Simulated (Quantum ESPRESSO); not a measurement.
# The valence band of Al2Pt as photoemission sees it, part 14 of 21

Aim: the valence spectrum of Al2Pt from He I to hard X-rays, and which orbitals make each feature.

Quantum ESPRESSO 7.5; DFT, PBEsol, plane waves, ultrasoft GBRV pseudopotentials, scalar-relativistic (the session's first sound run).

So far. Step 13 (With LDA: bands): Of the bands kept, 3 cross the Fermi level on this path. Step 14 (Another volume: self-consistent run): The run ends at a pressure of 4.61 GPa.

The database entry behind the starting cell differs from later determinations by our own check (0.1 to 0.3 % short, probably kX units), so it need not match the best structure at ambient conditions.

## 15. Another volume: levels for the DOS

The levels for the density of states are solved on the fixed potential, without another SCF cycle.

nscf.in

```
&control
  calculation = 'nscf'
  prefix = 'pes'
  outdir = './tmp'
  pseudo_dir = './pp'
  verbosity = 'high'
/
&system
  ibrav = 0
  nat = 3
  ntyp = 2
  ecutwfc = 40.0
  ecutrho = 200.0
  occupations = 'smearing'
  nbnd = 21
  smearing = 'fd'
  degauss = 0.00367
/
&electrons
  conv_thr = 1.8e-08
  mixing_beta = 0.5
  electron_maxstep = 120
  diago_full_acc = .true.
/
ATOMIC_SPECIES
Pt 195.0840 pt_pbesol_v1.4.uspp.F.UPF
Al 26.9815 al_pbesol_v1.uspp.F.UPF
CELL_PARAMETERS angstrom
 0.000000000 2.915062672 2.915062672
 2.915062672 0.000000000 2.915062672
 2.915062672 2.915062672 0.000000000
ATOMIC_POSITIONS crystal
Pt 0.000000000 0.000000000 0.000000000
Al 0.750000000 0.750000000 0.750000000
Al 0.250000000 0.250000000 0.250000000
K_POINTS automatic
16 16 16 0 0 0
```

The run is started by

```
$ OMP_NUM_THREADS=1 mpirun -n 4 pw.x -nk 4 -in nscf.in > nscf.out
```

Output:

```text
[banner, memory and clock lines left out]
Program PWSCF v.7.5 starts

          URL

     Atomic positions and unit cell read from directory:
     ./tmp/pes.save/

     Message from routine setup:
     using ibrav=0 with symmetry is DISCOURAGED, use correct ibrav instead

     G-vector sticks info

     bravais-lattice index     =            0
     lattice parameter (alat)  =       7.7904  a.u.
     unit-cell volume          =     334.3261 (a.u.)^3
     number of atoms/cell      =            3
     number of atomic types    =            2
     number of electrons       =        22.00
     number of Kohn-Sham states=           21
     kinetic-energy cutoff     =      40.0000  Ry
     charge density cutoff     =     200.0000  Ry
     Exchange-correlation= SLA  PW   PSX  PSC
                           (   1   4  10   8   0   0   0)

     celldm(1)=   7.790436  celldm(2)=   0.000000  celldm(3)=   0.000000
     celldm(4)=   0.000000  celldm(5)=   0.000000  celldm(6)=   0.000000

     crystal axes: (cart. coord. in units of alat)
               a(1) = (   0.000000   0.707107   0.707107 )
               a(2) = (   0.707107   0.000000   0.707107 )
               a(3) = (   0.707107   0.707107   0.000000 )

     reciprocal axes: (cart. coord. in units 2 pi/alat)
               b(1) = ( -0.707107  0.707107  0.707107 )
               b(2) = (  0.707107 -0.707107  0.707107 )
               b(3) = (  0.707107  0.707107 -0.707107 )

     PseudoPot. # 1 for Pt read from file:
     ./pp/pt_pbesol_v1.4.uspp.F.UPF
     Pseudo is Ultrasoft + core correction, Zval = 16.0
     Generated by new atomic code, or converted to UPF format
     Using radial grid of  985 points,  6 beta functions with:
                l(1) =   0
                l(2) =   0
                l(3) =   1
                l(4) =   1
                l(5) =   2
                l(6) =   2
     Q(r) pseudized with  8 coefficients,  rinner =    1.300   1.300   1.300
                                                       1.300   1.300

     PseudoPot. # 2 for Al read from file:
     ./pp/al_pbesol_v1.uspp.F.UPF
     Pseudo is Ultrasoft + core correction, Zval =  3.0
     Generated by new atomic code, or converted to UPF format
     Using radial grid of  893 points,  3 beta functions with:
                l(1) =   0
                l(2) =   1
                l(3) =   2
     Q(r) pseudized with  8 coefficients,  rinner =    0.900   0.900   0.900
                                                       0.900   0.900

     atomic species   valence    mass     pseudopotential
     Pt               16.00   195.08400     Pt( 1.00)
     Al                3.00    26.98150     Al( 1.00)

     48 Sym. Ops., with inversion, found

                                    s                        frac. trans.

      isym =  1     identity

 cryst.   s( 1) = (     1          0          0      )
                  (     0          1          0      )
                  (     0          0          1      )

 cart.    s( 1) = (  1.0000000 -0.0000000  0.0000000 )
                  ( -0.0000000  1.0000000  0.0000000 )
                  ( -0.0000000  0.0000000  1.0000000 )

      isym =  2     180 deg rotation - cart. axis [0,0,1]

 cryst.   s( 2) = (     0          1         -1      )
                  (     1          0         -1      )
                  (     0          0         -1      )

 cart.    s( 2) = ( -1.0000000  0.0000000  0.0000000 )
                  (  0.0000000 -1.0000000  0.0000000 )
                  (  0.0000000 -0.0000000  1.0000000 )

      isym =  3     180 deg rotation - cart. axis [0,1,0]

 cryst.   s( 3) = (     0         -1          1      )
                  (     0         -1          0      )
                  (     1         -1          0      )

 cart.    s( 3) = ( -1.0000000 -0.0000000 -0.0000000 )
                  (  0.0000000  1.0000000 -0.0000000 )
                  (  0.0000000  0.0000000 -1.0000000 )

      isym =  4     180 deg rotation - cart. axis [1,0,0]

 cryst.   s( 4) = (    -1          0          0      )
                  (    -1          0          1      )
                  (    -1          1          0      )

 cart.    s( 4) = (  1.0000000  0.0000000 -0.0000000 )
                  ( -0.0000000 -1.0000000 -0.0000000 )
                  ( -0.0000000 -0.0000000 -1.0000000 )

      isym =  5     180 deg rotation - cart. axis [1,1,0]

 cryst.   s( 5) = (    -1          0          1      )
[...]
cart.    s( 5) = ( -0.0000000  1.0000000 -0.0000000 )
[...]
isym =  6     180 deg rotation - cart. axis [1,-1,0]

 cryst.   s( 6) = (     0         -1          0      )
[...]
cart.    s( 6) = (  0.0000000 -1.0000000 -0.0000000 )
[...]
isym =  7      90 deg rotation - cart. axis [0,0,-1]

 cryst.   s( 7) = (     0          1          0      )
[...]
cart.    s( 7) = (  0.0000000  1.0000000  0.0000000 )
[...]
isym =  8      90 deg rotation - cart. axis [0,0,1]

 cryst.   s( 8) = (     1          0         -1      )
[...]
cart.    s( 8) = ( -0.0000000 -1.0000000  0.0000000 )
[...]
isym =  9     180 deg rotation - cart. axis [1,0,1]

 cryst.   s( 9) = (    -1          1          0      )
[...]
cart.    s( 9) = (  0.0000000  0.0000000  1.0000000 )
[...]
isym = 10     180 deg rotation - cart. axis [-1,0,1]

 cryst.   s(10) = (     0          0         -1      )
[...]
cart.    s(10) = ( -0.0000000  0.0000000 -1.0000000 )
[...]
isym = 11      90 deg rotation - cart. axis [0,1,0]

 cryst.   s(11) = (     0          0          1      )
[...]
cart.    s(11) = ( -0.0000000 -0.0000000  1.0000000 )
[...]
isym = 12      90 deg rotation - cart. axis [0,-1,0]

 cryst.   s(12) = (     1         -1          0      )
[...]
cart.    s(12) = (  0.0000000 -0.0000000 -1.0000000 )
[...]
isym = 13     180 deg rotation - cart. axis [0,1,1]

 cryst.   s(13) = (     1          0          0      )
[...]
cart.    s(13) = ( -1.0000000  0.0000000 -0.0000000 )
[...]
isym = 14     180 deg rotation - cart. axis [0,1,-1]

 cryst.   s(14) = (    -1          0          0      )
[...]
cart.    s(14) = ( -1.0000000 -0.0000000  0.0000000 )
[...]
isym = 15      90 deg rotation - cart. axis [-1,0,0]

 cryst.   s(15) = (     0         -1          1      )
[...]
cart.    s(15) = (  1.0000000 -0.0000000 -0.0000000 )
[...]
19.8601  19.8601  20.0850  24.2821  24.2821

     occupation numbers
[...]
0.0000   0.0000   0.0000   0.0000   0.0000

          k = 0.2652 0.2652-0.2652 (  1423 PWs)   bands (ev):

[...]
20.5906  20.5906  20.8580  24.8640  24.8640

     occupation numbers
[...]
0.0000   0.0000   0.0000   0.0000   0.0000

          k = 0.3094 0.3094-0.3094 (  1434 PWs)   bands (ev):

[...]
21.1976  21.1976  21.7570  24.4506  24.9768

     occupation numbers
[...]
0.0000   0.0000   0.0000   0.0000   0.0000

          k =-0.3536-0.3536 0.3536 (  1458 PWs)   bands (ev):

[...]
occupation numbers
[...]
k = 0.0884 0.0000 0.0000 (  1435 PWs)   bands (ev):

[...]
occupation numbers
[...]
k = 0.1326 0.0442-0.0442 (  1425 PWs)   bands (ev):

[...]
occupation numbers
[...]
k = 0.1768 0.0884-0.0884 (  1423 PWs)   bands (ev):

[...]
occupation numbers
[...]
k = 0.2210 0.1326-0.1326 (  1416 PWs)   bands (ev):

[...]
occupation numbers
[...]
k = 0.2652 0.1768-0.1768 (  1419 PWs)   bands (ev):

[...]
occupation numbers
[...]
k = 0.3094 0.2210-0.2210 (  1428 PWs)   bands (ev):

[...]
occupation numbers
[...]
k = 0.3536 0.2652-0.2652 (  1426 PWs)   bands (ev):

[...]
occupation numbers
[...]
k =-0.3094-0.3977 0.3977 (  1437 PWs)   bands (ev):

[...]
k =-0.2652-0.3536 0.3536 (  1435 PWs)   bands (ev):

[...]
k =-0.2210-0.3094 0.3094 (  1433 PWs)   bands (ev):

[...]
k =-0.1768-0.2652 0.2652 (  1428 PWs)   bands (ev):

[...]
k =-0.1326-0.2210 0.2210 (  1423 PWs)   bands (ev):

[...]
k =-0.0884-0.1768 0.1768 (  1416 PWs)   bands (ev):

[...]
k =-0.0442-0.1326 0.1326 (  1424 PWs)   bands (ev):

[...]
k = 0.0000-0.0884 0.0884 (  1423 PWs)   bands (ev):

[...]
k = 0.1768 0.0000 0.0000 (  1427 PWs)   bands (ev):

[...]
k = 0.2210 0.0442-0.0442 (  1423 PWs)   bands (ev):

[...]
k = 0.2652 0.0884-0.0884 (  1423 PWs)   bands (ev):

[...]
k = 0.3094 0.1326-0.1326 (  1416 PWs)   bands (ev):

[...]
k =-0.2652-0.4419 0.4419 (  1435 PWs)   bands (ev):

[...]
k =-0.2210-0.3977 0.3977 (  1433 PWs)   bands (ev):

[...]
k =-0.1768-0.3536 0.3536 (  1429 PWs)   bands (ev):

[...]
k =-0.1326-0.3094 0.3094 (  1431 PWs)   bands (ev):

[...]
k =-0.0884-0.2652 0.2652 (  1417 PWs)   bands (ev):

[...]
k =-0.0442-0.2210 0.2210 (  1417 PWs)   bands (ev):

[...]
k = 0.0000-0.1768 0.1768 (  1406 PWs)   bands (ev):

[...]
k = 0.2652-0.0000 0.0000 (  1427 PWs)   bands (ev):

[...]
k =-0.2210-0.4861 0.4861 (  1435 PWs)   bands (ev):

[...]
k =-0.1768-0.4419 0.4419 (  1439 PWs)   bands (ev):

[...]
k = 0.0000-0.2652 0.2652 (  1412 PWs)   bands (ev):

[...]
k = 0.3536 0.0000 0.0000 (  1427 PWs)   bands (ev):

[...]
k = 0.0000-0.3536 0.3536 (  1428 PWs)   bands (ev):

[...]
k = 0.5303-0.0000 0.0000 (  1419 PWs)   bands (ev):

[...]
k = 0.0000-0.5303 0.5303 (  1422 PWs)   bands (ev):

[...]
k =-0.7071 0.0000 0.0000 (  1428 PWs)   bands (ev):

[...]
k = 0.1768 0.0884 0.0000 (  1424 PWs)   bands (ev):

[...]
k = 0.2652 0.0884 0.0000 (  1421 PWs)   bands (ev):

[...]
k = 0.3536 0.1768-0.0884 (  1424 PWs)   bands (ev):

[...]
k = 0.3977 0.2210-0.1326 (  1432 PWs)   bands (ev):

[...]
k = 0.0000-0.1768 0.2652 (  1418 PWs)   bands (ev):

[...]
k = 0.3536 0.0884-0.0000 (  1421 PWs)   bands (ev):

[...]
k = 0.3977 0.1326-0.0442 (  1423 PWs)   bands (ev):

[...]
k = 0.4419 0.1768-0.0884 (  1428 PWs)   bands (ev):

[...]
k = 0.0000-0.2652 0.3536 (  1423 PWs)   bands (ev):

[...]
k = 0.4419 0.0884 0.0000 (  1431 PWs)   bands (ev):

[...]
k = 0.4861 0.1326-0.0442 (  1424 PWs)   bands (ev):

[...]
k = 0.0000-0.3536 0.4419 (  1433 PWs)   bands (ev):

[...]
k = 0.5303 0.0884 0.0000 (  1425 PWs)   bands (ev):

[...]
k = 0.0000-0.4419 0.5303 (  1442 PWs)   bands (ev):

[...]
k =-0.7071 0.0884 0.0000 (  1420 PWs)   bands (ev):

[...]
k = 0.3536 0.1768 0.0000 (  1421 PWs)   bands (ev):

[...]
k = 0.3977 0.2210-0.0442 (  1420 PWs)   bands (ev):

[...]
k = 0.4419 0.1768-0.0000 (  1425 PWs)   bands (ev):

[...]
k = 0.0000-0.2652 0.4419 (  1419 PWs)   bands (ev):

[...]
k = 0.0000-0.3536 0.5303 (  1437 PWs)   bands (ev):

[...]
k =-0.0884-0.5303 0.7071 (  1430 PWs)   bands (ev):

[...]
occupation numbers
[...]
k =-0.0442-0.4861 0.6629 (  1428 PWs)   bands (ev):

[...]
occupation numbers
[...]
k =-0.0000-0.4419 0.6187 (  1436 PWs)   bands (ev):

[...]
occupation numbers
[...]
k =-0.7071 0.1768-0.0000 (  1424 PWs)   bands (ev):

[...]
occupation numbers
[...]
k =-0.1768-0.4419 0.7071 (  1436 PWs)   bands (ev):

[...]
occupation numbers
[...]
0.0000   0.0000   0.0000   0.0000   0.0000

          k =-0.1326-0.3977 0.6629 (  1434 PWs)   bands (ev):

[...]
20.6814  22.5497  23.7202  24.0617  25.3302

     occupation numbers
[...]
0.0000   0.0000   0.0000   0.0000   0.0000

          k =-0.0884-0.3536 0.6187 (  1418 PWs)   bands (ev):

[...]
20.8307  22.5556  24.1445  24.5453  24.9030

     occupation numbers
     1.0000   1.0000   1.0000   1.0000   1.0000   1.0000   1.0000   1.0000
     1.0000   1.0000   1.0000   1.0000   0.0000   0.0000   0.0000   0.0000
     0.0000   0.0000   0.0000   0.0000   0.0000

          k =-0.0884-0.4419 0.7071 (  1435 PWs)   bands (ev):

   -41.6492 -41.6483 -41.6476   4.8407   5.4026   6.1892   6.9013   7.5786
     7.9656   8.5967   9.3464  10.8286  16.2650  16.6825  17.7505  19.6229
    21.3773  23.1559  23.3861  24.9682  25.0033

     occupation numbers
     1.0000   1.0000   1.0000   1.0000   1.0000   1.0000   1.0000   1.0000
     1.0000   1.0000   1.0000   1.0000   0.0000   0.0000   0.0000   0.0000
     0.0000   0.0000   0.0000   0.0000   0.0000

          k =-0.0442-0.3977 0.6629 (  1430 PWs)   bands (ev):

   -41.6490 -41.6486 -41.6477   5.1835   5.4206   6.0974   6.5177   7.6257
     8.1334   8.6010   9.0922  10.7824  16.4385  17.2658  17.6191  18.7842
    21.5216  23.3636  24.1042  24.4844  24.8683

     occupatio
```

Wall time 10 s (4 MPI ranks of Arm Neoverse V1, shared host).

Numbers from this step:

```yaml
fermi_energy: 11.65 eV
```

(Continued in part 15 of 21.)

[Logs are printed without paths, hosts, clocks, repeated set-up lines and the standing remarks that a program may print on its own settings, such as how far it seeks lower states.]

[Hosts, paths, dates, database ids (printed as entryN), source tags and the programs' standing remarks are cut or masked in the printed files.]

[Maps of the electrostatic potential energy from Ansatz leave out the sawtooth potential of an applied field or a dipole correction, so their vacuum need not be flat; work functions include it.]

[Peak lists hold at most the 14 tallest peaks of each spectrum; further lines can be left out.]
